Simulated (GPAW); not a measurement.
# Dielectric function and optical constants of BN (Qingsongite)

Aim: the dielectric function of BN (Qingsongite), and the optical constants that follow from it.

Main program and level: GPAW 26.7.0; DFT, LDA, plane-wave PAW (GPAW data sets), scalar-relativistic, RPA, optical limit.

## (1) The structure

Symmetry: F-43m, No. 216, cubic system. Conventional cell: a = 3.615 Å, b = 3.615 Å, c = 3.615 Å, α = 90.00°, β = 90.00°, γ = 90.00°. Nearest to N lie 4 B at 1.57 Å. B has 4 N at 1.57 Å nearest. Farther neighbours and most contacts between anions are not listed.

As a file:

```cif
data_structure
_symmetry_space_group_name_H-M 'P 1'
_symmetry_Int_Tables_number 1
_cell_length_a 2.5562
_cell_length_b 2.5562
_cell_length_c 2.5562
_cell_angle_alpha 60.000
_cell_angle_beta 60.000
_cell_angle_gamma 60.000
_cell_volume 11.81
loop_
_atom_site_label
_atom_site_type_symbol
_atom_site_fract_x
_atom_site_fract_y
_atom_site_fract_z
_atom_site_occupancy
N1 N 0.75000 0.75000 0.75000 1
B2 B 0.00000 0.00000 0.00000 1
```

## (2) Ground state

First the ground state: is it a metal or has it a gap?

This step: DFT, LDA, plane-wave PAW (GPAW data sets), scalar-relativistic, ground state (GPAW 26.7.0).

The input, gs.py:

```python
from ase import Atoms
from ase.dft.bandgap import bandgap
from gpaw import GPAW, PW, FermiDirac

atoms = Atoms(['N', 'B'],
              cell=[[0.000000000000, 1.807500000000, 1.807500000000],
                    [1.807500000000, 0.000000000000, 1.807500000000],
                    [1.807500000000, 1.807500000000, 0.000000000000]],
              scaled_positions=[[0.750000000000, 0.750000000000, 0.750000000000],
                                [0.000000000000, 0.000000000000, 0.000000000000]],
              pbc=[True, True, True])
atoms.calc = GPAW(mode=PW(500), xc='LDA', kpts={'size': (11, 11, 11), 'gamma': True},
                  occupations=FermiDirac(0.05), maxiter=150, txt='gs.txt')
print('energy (eV)', atoms.get_potential_energy())
print('Fermi level (eV)', atoms.calc.get_fermi_level())
print('valence electrons', atoms.calc.get_number_of_electrons())
print('gap (eV)', bandgap(atoms.calc, output=None)[0])
print('direct gap (eV)', bandgap(atoms.calc, direct=True, output=None)[0])
atoms.calc.write('gs.gpw')
```

Launch:

```console
$ OMP_NUM_THREADS=1 python gs.py
```

Numbers of over 12 decimals in the logs are rounded to 6 here.

What it wrote:

```text
__  _  _
 | _ |_)|_||  |
 |__||  | ||/\| - 26.7.0

Versions:
  Python: 3.12.14
  ASE:    3.29.0
  Numpy:  2.5.5
  Scipy:  1.18.1
  Libxc:  7.0.0

Input parameters:
  mode=PW(ecut=500.0),
  kpts=MonkhorstPack(size=(11, 11, 11), gamma=True),
  maxiter=150,
  occupations=Occupations(name='fermi-dirac', width=0.05, fixmagmom=False),
  xc=XC(name='LDA')

Diagonalizing LCAO Hamiltonian
Converting LCAO to pw mode

               N

       B

Atoms  # Å, Bohr magnetons
|   | symbol |        x |        y |        z |    initial magnetic moments |
| 0 |      N | 2.711250 | 2.711250 | 2.711250 | ( 0.0000,  0.0000,  0.0000) |
| 1 |      B | 0.000000 | 0.000000 | 0.000000 | ( 0.0000,  0.0000,  0.0000) |

Unit cell  # Å
| periodic |        x |        y |        z |  lengths |    angles |
|      yes | 0.000000 | 1.807500 | 1.807500 | 2.556191 | 60.000000 |
|      yes | 1.807500 | 0.000000 | 1.807500 | 2.556191 | 60.000000 |
|      yes | 1.807500 | 1.807500 | 0.000000 | 2.556191 | 60.000000 |

Number of symmetries: 24
Symmetry operations  # r_c * U_cc + t_c -> r_c
|    | kind |            matrix            |
|  0 |  E   |  1, 0, 0,  0, 1, 0,  0, 0, 1 |
|  1 |  σ   |  1, 0, 0,  0, 0, 1,  0, 1, 0 |
|  2 |  σ   |  1, 0,-1,  0, 1,-1,  0, 0,-1 |
|  3 |  C3  |  1, 0,-1,  0, 0,-1,  0, 1,-1 |
|  4 |  C3  |  1,-1, 0,  0,-1, 1,  0,-1, 0 |
|  5 |  σ   |  1,-1, 0,  0,-1, 0,  0,-1, 1 |
|  6 |  σ   |  0, 1, 0,  1, 0, 0,  0, 0, 1 |
|  7 |  C3  |  0, 1, 0,  0, 0, 1,  1, 0, 0 |
|  8 |  C2  |  0, 1,-1,  1, 0,-1,  0, 0,-1 |
|  9 |  S4  |  0, 1,-1,  0, 0,-1,  1, 0,-1 |
| 10 |  C3  |  0, 0, 1,  1, 0, 0,  0, 1, 0 |
| 11 |  σ   |  0, 0, 1,  0, 1, 0,  1, 0, 0 |
| 12 |  S4  |  0, 0,-1,  1, 0,-1,  0, 1,-1 |
| 13 |  C3  |  0, 0,-1,  0, 1,-1,  1, 0,-1 |
| 14 |  S4  |  0,-1, 1,  1,-1, 0,  0,-1, 0 |
| 15 |  C2  |  0,-1, 1,  0,-1, 0,  1,-1, 0 |
| 16 |  C3  |  0,-1, 0,  1,-1, 0,  0,-1, 1 |
| 17 |  S4  |  0,-1, 0,  0,-1, 1,  1,-1, 0 |
| 18 |  S4  | -1, 1, 0, -1, 0, 1, -1, 0, 0 |
| 19 |  C3  | -1, 1, 0, -1, 0, 0, -1, 0, 1 |
| 20 |  C3  | -1, 0, 1, -1, 1, 0, -1, 0, 0 |
| 21 |  S4  | -1, 0, 1, -1, 0, 0, -1, 1, 0 |
| 22 |  σ   | -1, 0, 0, -1, 1, 0, -1, 0, 1 |
| 23 |  C2  | -1, 0, 0, -1, 0, 1, -1, 1, 0 |

BZ-sampling:
  Number of BZ points: 1331
  Number of IBZ points: 56

  Monkhorst-Pack size: [11, 11, 11]
  Monkhorst-Pack shift: [0, 0, 0]

K-points  # in reciprocal-cell coordinates
|     |                                coordinates |     weight |
|   0 | (  0.00000000,   0.00000000,   0.00000000) | 0.00075131 |
|   1 | (  0.09090909,   0.09090909,   0.00000000) | 0.00450789 |
|   2 | (  0.09090909,   0.09090909,   0.09090909) | 0.00601052 |
|   3 | (  0.18181818,   0.09090909,   0.09090909) | 0.00901578 |
|   4 | (  0.18181818,   0.18181818,   0.00000000) | 0.00450789 |
|   5 | (  0.18181818,   0.18181818,   0.09090909) | 0.01803156 |
|   6 | (  0.18181818,   0.18181818,   0.18181818) | 0.00601052 |
|   7 | (  0.27272727,   0.18181818,   0.09090909) | 0.01803156 |
|   8 | (  0.27272727,   0.18181818,   0.18181818) | 0.01803156 |
|   9 | (  0.27272727,   0.27272727,   0.00000000) | 0.00450789 |
| ... |                                            |            |
|  55 | (  0.45454545,   0.45454545,   0.45454545) | 0.00601052 |

Plane wave coefficients: 310
Cutoff: 500.0 eV

Spin-components: 1 (collinear spins)
Bands:           8
Projectors:      10
Spin-degeneracy: 2
Datatype:        complex128

Parallelization:
  kpt:    1
  domain: 1
  band:   1

Density:
  Valence electrons: 8.0
  Components: 1
  Grid points: [14 14 14]
  Charge: 0.0  # |e|

Potential:
  Grid points: [14 14 14]

species:
  N:
    name:    Nitrogen
    id:
    Z:       7.0
    valence: 5
    core:    2
    charge:  0.0  # [|e|]
    compensation charges:
      type: gauss
      rc: 0.18  # [Å]
      lmax: 2
    cutoffs:
      filter: 1.11  # [Å]
      core: 0.96  # [Å]
    projectors
    | kind |    occ | energy [eV] | rcut [Å] |
    |   2s |  2.000 |     -18.420 |    0.603 |
    |   2p |  3.000 |      -7.237 |    0.529 |
    |    s |        |       8.791 |    0.603 |
    |    p |        |      19.974 |    0.529 |
    |    d |        |       0.000 |    0.577 |

    Using partial waves for N as LCAO basis

  B:
    name:    Boron
    id:
    Z:       5.0
    valence: 3
    core:    2
    charge:  0.0  # [|e|]
    compensation charges:
      type: gauss
      rc: 0.20  # [Å]
      lmax: 2
    cutoffs:
      filter: 1.14  # [Å]
      core: 1.42  # [Å]
    projectors
    | kind |    occ | energy [eV] | rcut [Å] |
    |   2s |  2.000 |      -9.383 |    0.635 |
    |   2p |  1.000 |      -3.714 |    0.635 |
    |    s |        |      17.828 |    0.635 |
    |    p |        |      23.498 |    0.635 |
    |    d |        |       0.000 |    0.635 |

    Using partial waves for B as LCAO basis

Reference energy: -2133.488728  # eV

eigensolver:
  PPCG
  Converge bands: occupied
  niter=2

density mixing:
  MSR1-Mixer
  Pratt-step length: 0.05
  Maximum mixing coefficient: 0.75
  Old densities: 10
  SVD Regularization: 0.005
  Good broyden scale: 1.0
  Trust region scale: 1.0
  Backstep threshold: 4.0
  History deletion threshold: 6.0
  Fourier metric: weight=20.0, sigma=0.015

occupation numbers:
  Fermi-Dirac:
    width: 0.0500  # eV

poisson solver:
  ecut: 4000.0  # eV

xc functional:
  name: None

convergence criteria:
- Maximum [total energy] change in last 3 cyles: 0.0005 eV / valence electron
- Maximum integral of absolute [dens]ity change: 0.0001 electrons / valence electron
- Maximum integral of absolute [eigenst]ate change: 4e-08 eV^2 / valence electron
maximum number of iterations: 150

SCF iterations
|iter     |      energy | eigst |  dens |
|iter:   1||  -19.686804 | +0.09 |       |
|iter:   2||  -19.527211 | -1.94 | -0.75 |
|iter:   3||  -18.849136 | -1.07 | -0.79 |
|iter:   4||  -18.829778 | -2.79 | -1.41 |
|iter:   5||  -18.827671 | -3.33 | -1.88 |
|iter:   6||  -18.827654c| -5.20 | -2.61 |
|iter:   7||  -18.827654c| -6.97 | -3.70 |
|iter:   8||  -18.827654c| -7.62c| -4.34c|

Converged in 8 steps
SCF loop duration: 1.809 s (0.226 s/step)
Energy contributions relative to reference atoms: (reference = -2133.488728)

Energy contributions:
  Kinetic:          13.130950
  Coulomb:         -11.786852
  Zero:             -0.064845
  External:          0.000000
  Xc:              -20.106906
  Entropy:           0.000000
  Spinorbit:         0.000000
  ----------------------------
  Free energy:     -18.827654
  Extrapolated:    -18.827654

dipole moment: (-3.785329, -3.785329, -3.785329)  # |e|*Ang

Fermi level: 12.082
Eigenvalues  # (at kpt = [0.000, 0.000, 0.000])
| band index |      eig [eV] | occ [0-2] |
|          0 |       -10.288 |     2.000 |
|          1 |         9.887 |     2.000 |
|          2 |         9.887 |     2.000 |
|          3 |         9.887 |     2.000 |
|          4 |        18.544 |     0.000 |
|          5 |        18.544 |     0.000 |
|          6 |        18.544 |     0.000 |
|          7 |        20.192 |     0.000 |

Gap: 4.390 eV
Transition (v -> c):
  (s=0, k=0, n=3, [0.00, 0.00, 0.00]) -> (s=0, k=50, n=4, [0.45, 0.45, 0.00])
Direct/indirect transitions are different
Direct gap: 8.657 eV
Transition at: (s=0, k=0, n=3, [0.00, 0.00, 0.00])

--- standard output ---
energy (eV) -18.827654
Fermi level (eV) 12.082193
valence electrons 8.0
gap (eV) 4.389874
direct gap (eV) 8.656956
```

Wall time 3.6 s (1 thread of Intel Xeon 6975P-C (Granite Rapids), shared host); peak memory 0.12 GiB.

This step gave:

```
energy                 : -18.83 eV
Fermi energy           : 12.08 eV
gap on the k-mesh      : 4.390 eV
direct gap on the mesh : 8.657 eV
electrons              : 8
```

There is a gap, 4.39 eV on this mesh (points off the mesh can give less), so no carriers' term is needed.

## (3) Bands for the response

At the fixed density, many empty bands are solved on the mesh of the response, since the spectrum sums over them.

This step: DFT, LDA, plane-wave PAW (GPAW data sets), scalar-relativistic, bands at fixed density (GPAW 26.7.0).

The input, nscf.py:

```python
from ase.dft.bandgap import bandgap
from gpaw import GPAW, FermiDirac

calc = GPAW('gs.gpw').fixed_density(kpts={'size': (24, 24, 24), 'gamma': True}, nbands=20, convergence={'bands': 14},
                                    occupations=FermiDirac(0.001), txt='nscf.txt')
print('gap (eV)', bandgap(calc, output=None)[0])
print('direct gap (eV)', bandgap(calc, direct=True, output=None)[0])
print('top band over the Fermi level (eV)', min(calc.get_eigenvalues(kpt=k)[13] for k in range(len(calc.get_ibz_k_points()))) - calc.get_fermi_level())
calc.write('full.gpw', mode='all')
```

Launch:

```console
$ OMP_NUM_THREADS=1 python nscf.py
```

What it wrote:

```text
Diagonalizing LCAO Hamiltonian
Converting LCAO to pw mode
convergence criteria:
- Maximum integral of absolute [eigenst]ate change: 4e-08 eV^2 / valence electron
maximum number of iterations: 150

SCF iterations
|iter     |      energy | eigst |  dens |
|iter:   1||             | +2.91 |       |
|iter:   2||             | +1.19 |       |
|iter:   3||             | -1.18 |       |
|iter:   4||             | -2.99 |       |
|iter:   5||             | -5.14 |       |
|iter:   6||             | -6.78 |       |
|iter:   7||             | -7.88c|       |
SCF steps: 7
  __  _  _
 | _ |_)|_||  |
 |__||  | ||/\| - 26.7.0

Versions:
  Python: 3.12.14
  ASE:    3.29.0
  Numpy:  2.5.5
  Scipy:  1.18.1
  Libxc:  7.0.0

Input parameters:
  mode=PW(ecut=500.0),
  convergence={'bands': 14},
  gpts=array([14, 14, 14]),
  kpts=MonkhorstPack(size=(24, 24, 24), gamma=True),
  maxiter=150,
  nbands=20,
  occupations=Occupations(name='fermi-dirac', width=0.001, fixmagmom=False),
  parallel={},
  xc=XC(name='LDA')

--- standard output ---
gap (eV) 4.285039
direct gap (eV) 8.656956
top band over the Fermi level (eV) 25.907561
```

The job ended after 24 s (1 thread; peak memory 0.19 GiB).

This step gave:

```
gap on the k-mesh : 4.285 eV
```

(Continued in part 2 of 2.)

[Machine, clock and banner lines and Python warnings are left out of the logs.]

[Logs are printed without paths, hosts, clocks, repeated set-up lines and the standing remarks that a program may print on its own settings, such as how far it seeks lower states.]

[Hosts, paths, dates, database ids (printed as entryN), source tags and the programs' standing remarks are cut or masked in the printed files.]
